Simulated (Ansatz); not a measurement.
# Converging the field response of a SrTiO3 (001), TiO2 faces film, part 2 of 3

Which settings does the induced dipole of a SrTiO3 (001), TiO2 faces film need, and which can be cut?

Ansatz 0.2.0; plane-wave DFT, PBE, Ansatz PAW (the session's first sound run).

So far, equivalent conductor thickness p/(ε₀AE) (Å): step 2 (run, setting first choice) 8.69; step 3 (single point, box 25.8 Å) 8.71; step 4 (run, box 25.8 Å) 8.70; step 5 (run, box 25.8 Å (run 2)) 8.69.

### Step 6. Run, box 25.8 Å (run 3)

input.yaml

```yaml
crystal:
  lattice:
    - [3.905, 0.0, 0.0]
    - [0.0, 3.905, 0.0]
    - [0.0, 0.0, 25.81]
  atoms:
    - { symbol: Ti, position: [0.5, 0.5, 0.3487020535] }
    - { symbol: O, position: [0.0, 0.5, 0.3487020535] }
    - { symbol: O, position: [0.5, 0.0, 0.3487020535] }
    - { symbol: Sr, position: [0.0, 0.0, 0.4243510267] }
    - { symbol: O, position: [0.5, 0.5, 0.4243510267] }
    - { symbol: Ti, position: [0.5, 0.5, 0.5] }
    - { symbol: O, position: [0.0, 0.5, 0.5] }
    - { symbol: O, position: [0.5, 0.0, 0.5] }
    - { symbol: Sr, position: [0.0, 0.0, 0.5756489733] }
    - { symbol: O, position: [0.5, 0.5, 0.5756489733] }
    - { symbol: Ti, position: [0.5, 0.5, 0.6512979465] }
    - { symbol: O, position: [0.0, 0.5, 0.6512979465] }
    - { symbol: O, position: [0.5, 0.0, 0.6512979465] }
kpoints:
  mp_grid: { grid: [1, 1, 1] }
hamiltonian:
  xc: pbe
scf:
  occupations: { method: fixed }
  convergence: { dr2_threshold: 1.0e-10 }
efield:
  axis: 3
  dipole_correction: true
  ramp_position: 0.97
  ramp_width: 0.06
  amplitude: 0.1
output:
  write_potential: true
  write_density: true
  volumetric_format: npy
```

Run with:

```bash
ansatz run input.yaml --threads 4 --pin off --max-ram 6144MiB --backend cpu --events-out ev --progress --plain --runs-dir out
```

Numbers of over 12 decimals in the logs are rounded to 6 here.

Output:

```text
Engine: ansatz 0.2.0, aarch64-unknown-linux-gnu
Pseudopotentials: kind: paw
Pseudopotential: Ti, paw, valence charge 12, recommended cutoff 420 eV (normal), Ti.paw.azcp
Pseudopotential: O, paw, valence charge 6, recommended cutoff 420 eV (normal), O.paw.azcp
Pseudopotential: Sr, paw, valence charge 10, recommended cutoff 420 eV (normal), Sr.paw.azcp
Functional definition: PBE
  parameter kappa = 0.804
  parameter beta = 0.066725
  exchange = pbe_x(kappa = kappa, mu = beta*pi^2/3)
  correlation = pbe_c(beta = beta)
Crystal: 13 atoms, lattice volume = 393.577 Å³
Basis set: ecut = 420 eV, 7751 PW (Γ)
Bands: 65, of which v1, the nominal top of the filled ones, is band 52 counted from 1 (51 counted from 0)
Symmetry: 8 space group operations
k-points: 1
Non-local potential: Ti, projectors of the file, l = 0: 3, l = 1: 2, l = 2: 3, l = 3: 1
Non-local potential: O, projectors of the file, l = 0: 2, l = 1: 2, l = 2: 1
Non-local potential: Sr, projectors of the file, l = 0: 3, l = 1: 2, l = 2: 2
PAW form: soft (Blöchl's): semilocal exchange-correlation on the pseudo side does not see the compensation charge
PAW one-centre angular grid: Ti, 590 points (default); XC on 64 Gauss nodes
PAW one-centre angular grid: O, 110 points (default); XC on 64 Gauss nodes
PAW one-centre angular grid: Sr, 110 points (default); XC on 64 Gauss nodes
Initial density: superposition of atomic densities (neutral atoms: chi_scale 0, normalization atom, screened)
Initial wavefunctions: pseudopotential atomic-orbital guess
Functional: x = pbe(κ = 0.804, μ = 0.219515), c = pbe(β = 0.066725)
SCF iter   1: F=—  HF=-19149.533644 eV  |F-HF|=—  |Δ(HF+E_count)|=         —  Δρ=1.56e-1  dr2=1.09e2  ethr=3.10e-3  p=0.091 e·Å  D=4.17e-2 V/Å  ΔV_dip=-1.08 eV  dr2_dipole=1.57e-3  V_vac-E_F(+/−)=13.33/12.04 eV  ⟨swp⟩=5.0  Hψ=265  notcnv=0  defer=9
efield: sawtooth ramp at fractional position 0.9700 (set: `efield.ramp_position`, or a place that a band, a saddle search or an elastic batch's reference lends), width 0.0600; the density the first Hamiltonian is built on has a dipole p = 0.091 e·Å; the dipole correction subtracts the counter field D = 4.17e-2 V/Å, which shifts the + side's vacuum level by -1.08 eV against the − side's; the planar-averaged density in the ramp window peaks in size at 7.7e-7 e/Å³
preconditioner: auto → Resta (q_TF=auto, 2.186 Å⁻¹)  ε∞=2.5  [insulator: Δε(μ)=5.542 eV  Ē_g=13.170 eV  n_scr=68 (ndim 8)  ℏωp=16.3 eV  f_vac=0.550  ε∞_Penn≈2.5  vacuum switching on, ρ_ref=1.3e-2 e/Å³]
SCF iter   2: F=—  HF=-19140.055677 eV  |F-HF|=—  |Δ(HF+E_count)|=    9.48e0  Δρ=3.00e-1  dr2=4.20e2  ethr=3.10e-3  p=0.072 e·Å  D=3.30e-2 V/Å  ΔV_dip=-0.85 eV  dr2_dipole=6.34e0  V_vac-E_F(+/−)=7.21/5.70 eV  ⟨swp⟩=4.0  Hψ=185  notcnv=0  defer=11  κ⁻¹=1.0e0(r=1)
[...]
SCF iter   6: F=—  HF=-19116.885342 eV  |F-HF|=—  |Δ(HF+E_count)|=    2.19e0  Δρ=3.63e-2  dr2=7.24e0  ethr=3.10e-3  p=0.132 e·Å  D=6.05e-2 V/Å  ΔV_dip=-1.56 eV  dr2_dipole=5.37e-2  V_vac-E_F(+/−)=5.89/5.09 eV  ⟨swp⟩=4.0  Hψ=127  notcnv=0  defer=8  κ⁻¹=6.9e-5(r=5)
SCF iter   7: F=—  HF=-19120.622779 eV  |F-HF|=—  |Δ(HF+E_count)|=    3.74e0  Δρ=1.70e-1  dr2=2.65e2  ethr=3.10e-3  p=0.108 e·Å  D=4.97e-2 V/Å  ΔV_dip=-1.28 eV  dr2_dipole=2.23e1  V_vac-E_F(+/−)=6.59/5.52 eV  ⟨swp⟩=3.0  Hψ=98  notcnv=0  defer=8  κ⁻¹=6.1e-5(r=6)
SCF iter   8: F=—  HF=-19120.118830 eV  |F-HF|=—  |Δ(HF+E_count)|=   5.04e-1  Δρ=1.71e-1  dr2=2.64e2  ethr=3.10e-3  p=0.083 e·Å  D=3.82e-2 V/Å  ΔV_dip=-0.99 eV  dr2_dipole=2.73e1  V_vac-E_F(+/−)=6.72/5.35 eV  ⟨swp⟩=2.0  Hψ=81  notcnv=0  defer=6  κ⁻¹=4.7e-5(r=7)
SCF iter   9: F=—  HF=-19122.218347 eV  |F-HF|=—  |Δ(HF+E_count)|=    2.10e0  Δρ=1.80e-1  dr2=3.34e2  ethr=3.10e-3  p=0.059 e·Å  D=2.73e-2 V/Å  ΔV_dip=-0.71 eV  dr2_dipole=5.22e1  V_vac-E_F(+/−)=6.90/5.25 eV  ⟨swp⟩=3.0  Hψ=63  notcnv=0  defer=6  κ⁻¹=4.7e-5(r=8)
[...]
SCF iter  94: F=—  HF=-19116.068363 eV  |F-HF|=—  |Δ(HF+E_count)|=   1.69e-1  Δρ=6.22e-2  dr2=1.19e2  ethr=1.19e-3  p=0.092 e·Å  D=4.21e-2 V/Å  ΔV_dip=-1.09 eV  dr2_dipole=5.06e1  V_vac-E_F(+/−)=6.32/5.04 eV  ⟨swp⟩=2.0  Hψ=78  notcnv=0  defer=8  κ⁻¹=4.1e-5(r=8)
SCF iter  95: F=—  HF=-19116.235393 eV  |F-HF|=—  |Δ(HF+E_count)|=   1.67e-1  Δρ=2.15e-2  dr2=3.37e0  ethr=1.19e-3  p=0.110 e·Å  D=5.05e-2 V/Å  ΔV_dip=-1.30 eV  dr2_dipole=5.74e-1  V_vac-E_F(+/−)=6.08/5.03 eV  ⟨swp⟩=2.0  Hψ=64  notcnv=0  defer=8  κ⁻¹=1.7e-5(r=8)
SCF iter  96: F=—  HF=-19116.158325 eV  |F-HF|=—  |Δ(HF+E_count)|=   7.71e-2  Δρ=1.94e-2  dr2=3.11e0  ethr=1.19e-3  p=0.103 e·Å  D=4.72e-2 V/Å  ΔV_dip=-1.22 eV  dr2_dipole=6.50e-1  V_vac-E_F(+/−)=6.15/5.01 eV  ⟨swp⟩=2.0  Hψ=63  notcnv=0  defer=8  κ⁻¹=1.5e-5(r=8)
SCF iter  97: F=—  HF=-19118.376792 eV  |F-HF|=—  |Δ(HF+E_count)|=    2.22e0  Δρ=1.57e-1  dr2=2.25e2  ethr=1.19e-3  p=0.049 e·Å  D=2.27e-2 V/Å  ΔV_dip=-0.59 eV  dr2_dipole=2.10e1  V_vac-E_F(+/−)=6.74/4.97 eV  ⟨swp⟩=2.0  Hψ=104  notcnv=0  defer=6  κ⁻¹=1.1e-5(r=8)
SCF iter  98: F=—  HF=-19116.917564 eV  |F-HF|=—  |Δ(HF+E_count)|=    1.46e0  Δρ=1.12e-1  dr2=5.88e1  ethr=1.19e-3  p=0.075 e·Å  D=3.43e-2 V/Å  ΔV_dip=-0.88 eV  dr2_dipole=1.54e0  V_vac-E_F(+/−)=6.36/4.89 eV  ⟨swp⟩=11.0  Hψ=531  notcnv=0  κ⁻¹=8.2e-6(r=8)
SCF iter  99: F=—  HF=-19116.898842 eV  |F-HF|=—  |Δ(HF+E_count)|=   1.87e-2  Δρ=1.13e-1  dr2=1.75e2  ethr=1.19e-3  p=0.124 e·Å  D=5.70e-2 V/Å  ΔV_dip=-1.47 eV  dr2_dipole=1.19e1  V_vac-E_F(+/−)=5.87/4.98 eV  ⟨swp⟩=10.0  Hψ=524  notcnv=0  κ⁻¹=1.7e-5(r=8)
SCF iter 100: F=—  HF=-19116.112385 eV  |F-HF|=—  |Δ(HF+E_count)|=   7.86e-1  Δρ=1.98e-2  dr2=2.57e0  ethr=1.19e-3  p=0.101 e·Å  D=4.64e-2 V/Å  ΔV_dip=-1.20 eV  dr2_dipole=3.06e-1  V_vac-E_F(+/−)=6.19/5.02 eV  ⟨swp⟩=9.0  Hψ=471  notcnv=0  κ⁻¹=5.5e-6(r=8)
Error: did not converge after 100 iterations: dr2 = 2.57e0 (threshold 1.00e-10), under the density mixer `broyden`, which `scf.mixing.algorithm: auto` chose by the deck's other keys (type `scf.mixing.algorithm: broyden` to keep it); at k-index 0, counted from 0 in this SCF's own list of k-points, the highest band that the last eigensolve's fill by count filled, 0.491988 eV, and the lowest that it left empty, 0.517977 [...]
```

The job ended after 4.5 s (4 threads of Arm Neoverse V2, shared host; peak memory 0.38 GiB).

Residual by cycle:

cycle, log10 residual and a bar:
```
        1        2.0 ###############
       10        2.5 ####################
       19        2.2 #################
       28        1.0 ######
       37        0.9 #####
       46        3.6 ##############################
       55        2.7 ######################
       64        2.5 ####################
       73        1.3 ########
       82        2.2 ################
       91        0.7 ###
      100        0.4
```

No converged result was reached; the numbers in the log don't describe the system.

After 100 cycles the residual stands at 2.6, against 1872 at cycle 51 and a least value of 1.2.

The program's message: “Error: did not converge after 100 iterations: dr2 = 2.57e0 (threshold 1.00e-10), under the density mixer `broyden`, which `scf.mixing.algorithm: auto` chose by the deck's other keys (type `scf.mixing. …”

### Step 7. Single point, box 25.8 Å (run 2)

Edit input.yaml of step 6 so:

```diff
@@ -20,3 +20,3 @@
 kpoints:
-  mp_grid: { grid: [1, 1, 1] }
+  mp_grid: { grid: [2, 2, 1] }
 hamiltonian:
```

Output:

```text
[...]
Crystal: 13 atoms, lattice volume = 393.577 Å³
Basis set: ecut = 420 eV, 7751 PW (Γ)
Bands: 65, of which v1, the nominal top of the filled ones, is band 52 counted from 1 (51 counted from 0)
Symmetry: 8 space group operations
k-points: 3 of 4
[...]
Work function:   not extracted (applied field tilts the vacuum); planar V_es + V_field profile in the machine report
[...]
--- Band table (eV) ---
  k-point 0: bands = [... 48 lower, 0.3575, 0.3575, 0.4736, 0.4736, 1.7847, 1.9004, 1.9004, 2.2403, ... 9 higher]
  k-point 1: bands = [... 48 lower, -0.6662, -0.5756, -0.4939, -0.1290, 1.9989, 2.5745, 3.2737, 3.4224, ... 9 higher]
  k-point 2: bands = [... 48 lower, -0.0838, 0.1414, 1.1114, 1.2283, 3.8061, 3.8061, 3.8684, 4.0482, ... 9 higher]
[key lines of the parts left out:]
SCF converged after 17 iterations
Free energy (F): -19144.101240 eV
Fermi energy:    1.228317 eV
Dipole field:    D = 0.034043 V/Å  (p = 0.074044 e·Å, saw-weighted, corrected)
```

Wall time 2.2 s (4 threads); peak memory 0.68 GiB.

The dipole corresponds to a conductor 8.786 Å thick, +1.09 % from the first choice, at 0.12 times its CPU time.

### Step 8. Single point, box 25.8 Å (run 3)

Edit input.yaml of step 7 so:

```diff
@@ -20,3 +20,3 @@
 kpoints:
-  mp_grid: { grid: [2, 2, 1] }
+  mp_grid: { grid: [4, 4, 1] }
 hamiltonian:
```

Output:

```text
[...]
Crystal: 13 atoms, lattice volume = 393.577 Å³
Basis set: ecut = 420 eV, 7751 PW (Γ)
Bands: 65, of which v1, the nominal top of the filled ones, is band 52 counted from 1 (51 counted from 0)
Symmetry: 8 space group operations
k-points: 6 of 16
[...]
k-point 0: bands = [... 48 lower, 0.2850, 0.2850, 0.4074, 0.4074, 2.0936, 2.1716, 2.1716, 2.4885, ... 9 higher]
  k-point 1: bands = [... 48 lower, -0.3691, -0.3504, -0.2817, -0.2395, 2.2217, 2.8013, 3.1184, 3.1415, ... 9 higher]
  k-point 2: bands = [... 48 lower, -0.7021, -0.5722, -0.5024, -0.0309, 2.2777, 2.8323, 3.5710, 3.6649, ... 9 higher]
  k-point 5: bands = [... 48 lower, 0.0220, 0.1652, 1.0288, 1.1521, 4.0537, 4.0537, 4.0844, 4.2637, ... 9 higher]
[key lines of the parts left out:]
SCF converged after 17 iterations
Free energy (F): -19145.567741 eV
Fermi energy:    1.152066 eV
Dipole field:    D = 0.033682 V/Å  (p = 0.073259 e·Å, saw-weighted, corrected)
```

Wall time 5.8 s (4 threads); peak memory 0.78 GiB; 22 s of CPU time.

The dipole corresponds to a conductor 8.693 Å thick, +0.02 % from the first choice, at 0.34 times its CPU time.

### Step 9. Single point, box 25.8 Å (run 4)

Edit input.yaml of step 8 so:

```diff
@@ -20,3 +20,3 @@
 kpoints:
-  mp_grid: { grid: [4, 4, 1] }
+  mp_grid: { grid: [16, 16, 1] }
 hamiltonian:
```

Output:

```text
[...]
Crystal: 13 atoms, lattice volume = 393.577 Å³
Basis set: ecut = 420 eV, 7751 PW (Γ)
Bands: 65, of which v1, the nominal top of the filled ones, is band 52 counted from 1 (51 counted from 0)
Symmetry: 8 space group operations
k-points: 45 of 256
[...]
k-point 0: bands = [... 48 lower, 0.2810, 0.2810, 0.4035, 0.4035, 2.1127, 2.1875, 2.1875, 2.5030, ... 9 higher]
  k-point 1: bands = [... 48 lower, 0.1865, 0.2117, 0.3085, 0.3339, 2.1901, 2.2040, 2.2739, 2.5981, ... 9 higher]
  k-point 2: bands = [... 48 lower, -0.0340, 0.0401, 0.0882, 0.1620, 2.2003, 2.4434, 2.5038, 2.8117, ... 9 higher]
  k-point 44: bands = [... 48 lower, 0.0269, 0.1667, 1.0243, 1.1476, 4.0683, 4.0683, 4.0965, 4.2764, ... 9 higher]
[key lines of the parts left out:]
SCF converged after 17 iterations
Free energy (F): -19145.608366 eV
Fermi energy:    1.147604 eV
Dipole field:    D = 0.033675 V/Å  (p = 0.073245 e·Å, saw-weighted, corrected)
```

Run time: 53 s. Hardware: 4 threads; peak memory 1.6 GiB; 3.4 min of CPU time.

The dipole corresponds to a conductor 8.692 Å thick, +0.00 % from the first choice, at 3.2 times its CPU time.

### Step 10. Run, box 17.8 Å

The cell differs from the one that the last finished run ended in (c 25.810 → 17.810 Å).

input.yaml, the sections that differ from step 9:

```yaml
crystal:
  lattice:
    - [3.905, 0.0, 0.0]
    - [0.0, 3.905, 0.0]
    - [0.0, 0.0, 17.81]
  atoms:
    - { symbol: Ti, position: [0.5, 0.5, 0.2807411567] }
    - { symbol: O, position: [0.0, 0.5, 0.2807411567] }
    - { symbol: O, position: [0.5, 0.0, 0.2807411567] }
    - { symbol: Sr, position: [0.0, 0.0, 0.3903705783] }
    - { symbol: O, position: [0.5, 0.5, 0.3903705783] }
    - { symbol: Ti, position: [0.5, 0.5, 0.5] }
    - { symbol: O, position: [0.0, 0.5, 0.5] }
    - { symbol: O, position: [0.5, 0.0, 0.5] }
    - { symbol: Sr, position: [0.0, 0.0, 0.6096294217] }
    - { symbol: O, position: [0.5, 0.5, 0.6096294217] }
    - { symbol: Ti, position: [0.5, 0.5, 0.7192588433] }
    - { symbol: O, position: [0.0, 0.5, 0.7192588433] }
    - { symbol: O, position: [0.5, 0.0, 0.7192588433] }
kpoints:
  mp_grid: { grid: [8, 8, 1] }
# hamiltonian, scf, efield, output: as in step 9
```

Output:

```text
[...]
Crystal: 13 atoms, lattice volume = 271.585 Å³
Basis set: ecut = 420 eV, 5355 PW (Γ)
Bands: 65, of which v1, the nominal top of the filled ones, is band 52 counted from 1 (51 counted from 0)
Symmetry: 8 space group operations
k-points: 15 of 64
[...]
k-point 0: bands = [... 48 lower, 2.8652, 2.8652, 2.9877, 2.9877, 4.6971, 4.7717, 4.7717, 5.0871, ... 9 higher]
  k-point 1: bands = [... 48 lower, 2.5502, 2.6245, 2.6724, 2.7464, 4.7845, 5.0279, 5.0882, 5.3958, ... 9 higher]
  k-point 2: bands = [... 48 lower, 2.2138, 2.2346, 2.3022, 2.3437, 4.8221, 5.3998, 5.7202, 5.7400, ... 9 higher]
  k-point 14: bands = [... 48 lower, 2.6112, 2.7511, 3.6084, 3.7318, 6.6526, 6.6526, 6.6804, 6.8605, ... 9 higher]
[key lines of the parts left out:]
SCF converged after 16 iterations
Free energy (F): -19145.608441 eV
Fermi energy:    3.731783 eV
Dipole field:    D = 0.048781 V/Å  (p = 0.073215 e·Å, saw-weighted, corrected)
```

The job ended after 11 s (4 threads; peak memory 0.8 GiB).

The dipole corresponds to a conductor 8.688 Å thick, -0.04 % from the first choice, at 0.65 times its CPU time.

### Step 11. Run, box 21.8 Å

The cell differs from the one that the last finished run ended in (c 17.810 → 21.810 Å).

input.yaml, the sections that differ from step 10:

```yaml
crystal:
  lattice:
    - [3.905, 0.0, 0.0]
    - [0.0, 3.905, 0.0]
    - [0.0, 0.0, 21.81]
  atoms:
    - { symbol: Ti, position: [0.5, 0.5, 0.320953691] }
    - { symbol: O, position: [0.0, 0.5, 0.320953691] }
    - { symbol: O, position: [0.5, 0.0, 0.320953691] }
    - { symbol: Sr, position: [0.0, 0.0, 0.4104768455] }
    - { symbol: O, position: [0.5, 0.5, 0.4104768455] }
    - { symbol: Ti, position: [0.5, 0.5, 0.5] }
    - { symbol: O, position: [0.0, 0.5, 0.5] }
    - { symbol: O, position: [0.5, 0.0, 0.5] }
    - { symbol: Sr, position: [0.0, 0.0, 0.5895231545] }
    - { symbol: O, position: [0.5, 0.5, 0.5895231545] }
    - { symbol: Ti, position: [0.5, 0.5, 0.679046309] }
    - { symbol: O, position: [0.0, 0.5, 0.679046309] }
    - { symbol: O, position: [0.5, 0.0, 0.679046309] }
# kpoints, hamiltonian, scf, efield, output: as in step 10
```

Output:

```text
[...]
Crystal: 13 atoms, lattice volume = 332.581 Å³
Basis set: ecut = 420 eV, 6569 PW (Γ)
Bands: 65, of which v1, the nominal top of the filled ones, is band 52 counted from 1 (51 counted from 0)
Symmetry: 8 space group operations
k-points: 15 of 64
[...]
k-point 0: bands = [... 48 lower, 1.3362, 1.3362, 1.4587, 1.4587, 3.1678, 3.2426, 3.2426, 3.5581, ... 9 higher]
  k-point 1: bands = [... 48 lower, 1.0212, 1.0954, 1.1434, 1.2173, 3.2554, 3.4986, 3.5589, 3.8668, ... 9 higher]
  k-point 2: bands = [... 48 lower, 0.6848, 0.7056, 0.7731, 0.8146, 3.2930, 3.8708, 4.1910, 4.2105, ... 9 higher]
  k-point 14: bands = [... 48 lower, 1.0820, 1.2219, 2.0795, 2.2028, 5.1235, 5.1235, 5.1513, 5.3315, ... 9 higher]
[key lines of the parts left out:]
SCF converged after 17 iterations
Free energy (F): -19145.608252 eV
Fermi energy:    2.202790 eV
Dipole field:    D = 0.039851 V/Å  (p = 0.073244 e·Å, saw-weighted, corrected)
```

Elapsed: 14 s, on 4 threads; peak memory 0.91 GiB; 54 s of CPU time.

The dipole corresponds to a conductor 8.691 Å thick, +0.00 % from the first choice, at 0.84 times its CPU time.

### Step 12. Single point, box 33.8 Å

The cell differs from the one that the last finished run ended in (c 21.810 → 33.810 Å).

input.yaml, the sections that differ from step 11:

```yaml
crystal:
  lattice:
    - [3.905, 0.0, 0.0]
    - [0.0, 3.905, 0.0]
    - [0.0, 0.0, 33.81]
  atoms:
    - { symbol: Ti, position: [0.5, 0.5, 0.3845016267] }
    - { symbol: O, position: [0.0, 0.5, 0.3845016267] }
    - { symbol: O, position: [0.5, 0.0, 0.3845016267] }
    - { symbol: Sr, position: [0.0, 0.0, 0.4422508134] }
    - { symbol: O, position: [0.5, 0.5, 0.4422508134] }
    - { symbol: Ti, position: [0.5, 0.5, 0.5] }
    - { symbol: O, position: [0.0, 0.5, 0.5] }
    - { symbol: O, position: [0.5, 0.0, 0.5] }
    - { symbol: Sr, position: [0.0, 0.0, 0.5577491866] }
    - { symbol: O, position: [0.5, 0.5, 0.5577491866] }
    - { symbol: Ti, position: [0.5, 0.5, 0.6154983733] }
    - { symbol: O, position: [0.0, 0.5, 0.6154983733] }
    - { symbol: O, position: [0.5, 0.0, 0.6154983733] }
# kpoints, hamiltonian, scf, efield, output: as in step 11
```

Output:

```text
[...]
Crystal: 13 atoms, lattice volume = 515.570 Å³
Basis set: ecut = 420 eV, 10177 PW (Γ)
Bands: 65, of which v1, the nominal top of the filled ones, is band 52 counted from 1 (51 counted from 0)
Symmetry: 8 space group operations
k-points: 15 of 64
[...]
k-point 0: bands = [... 48 lower, -1.0804, -1.0804, -0.9579, -0.9579, 0.7513, 0.8260, 0.8260, 1.1416, ... 9 higher]
  k-point 1: bands = [... 48 lower, -1.3953, -1.3212, -1.2732, -1.1993, 0.8388, 1.0820, 1.1423, 1.4502, ... 9 higher]
  k-point 2: bands = [... 48 lower, -1.7318, -1.7110, -1.6434, -1.6019, 0.8763, 1.4542, 1.7744, 1.7939, ... 9 higher]
  k-point 14: bands = [... 48 lower, -1.3344, -1.1947, -0.3371, -0.2138, 2.7068, 2.7068, 2.7351, 2.9149, ... 9 higher]
[key lines of the parts left out:]
SCF converged after 18 iterations
Free energy (F): -19145.608413 eV
Fermi energy:    -0.213805 eV
Dipole field:    D = 0.025705 V/Å  (p = 0.073238 e·Å, saw-weighted, corrected)
```

Run time: 22 s. Hardware: 4 threads; peak memory 1.3 GiB; 87 s of CPU time.

The dipole corresponds to a conductor 8.691 Å thick, -0.01 % from the first choice, at 1.3 times its CPU time.

(Continued in part 3 of 3.)

[Logs are printed without paths, hosts, clocks, repeated set-up lines and the standing remarks that a program may print on its own settings, such as how far it seeks lower states.]

[Hosts, paths, dates, database ids (printed as entryN), source tags and the programs' standing remarks are cut or masked in the printed files.]

[Maps of the electrostatic potential energy from Ansatz leave out the sawtooth potential of an applied field or a dipole correction, so their vacuum need not be flat; planar profiles and work functions include it.]
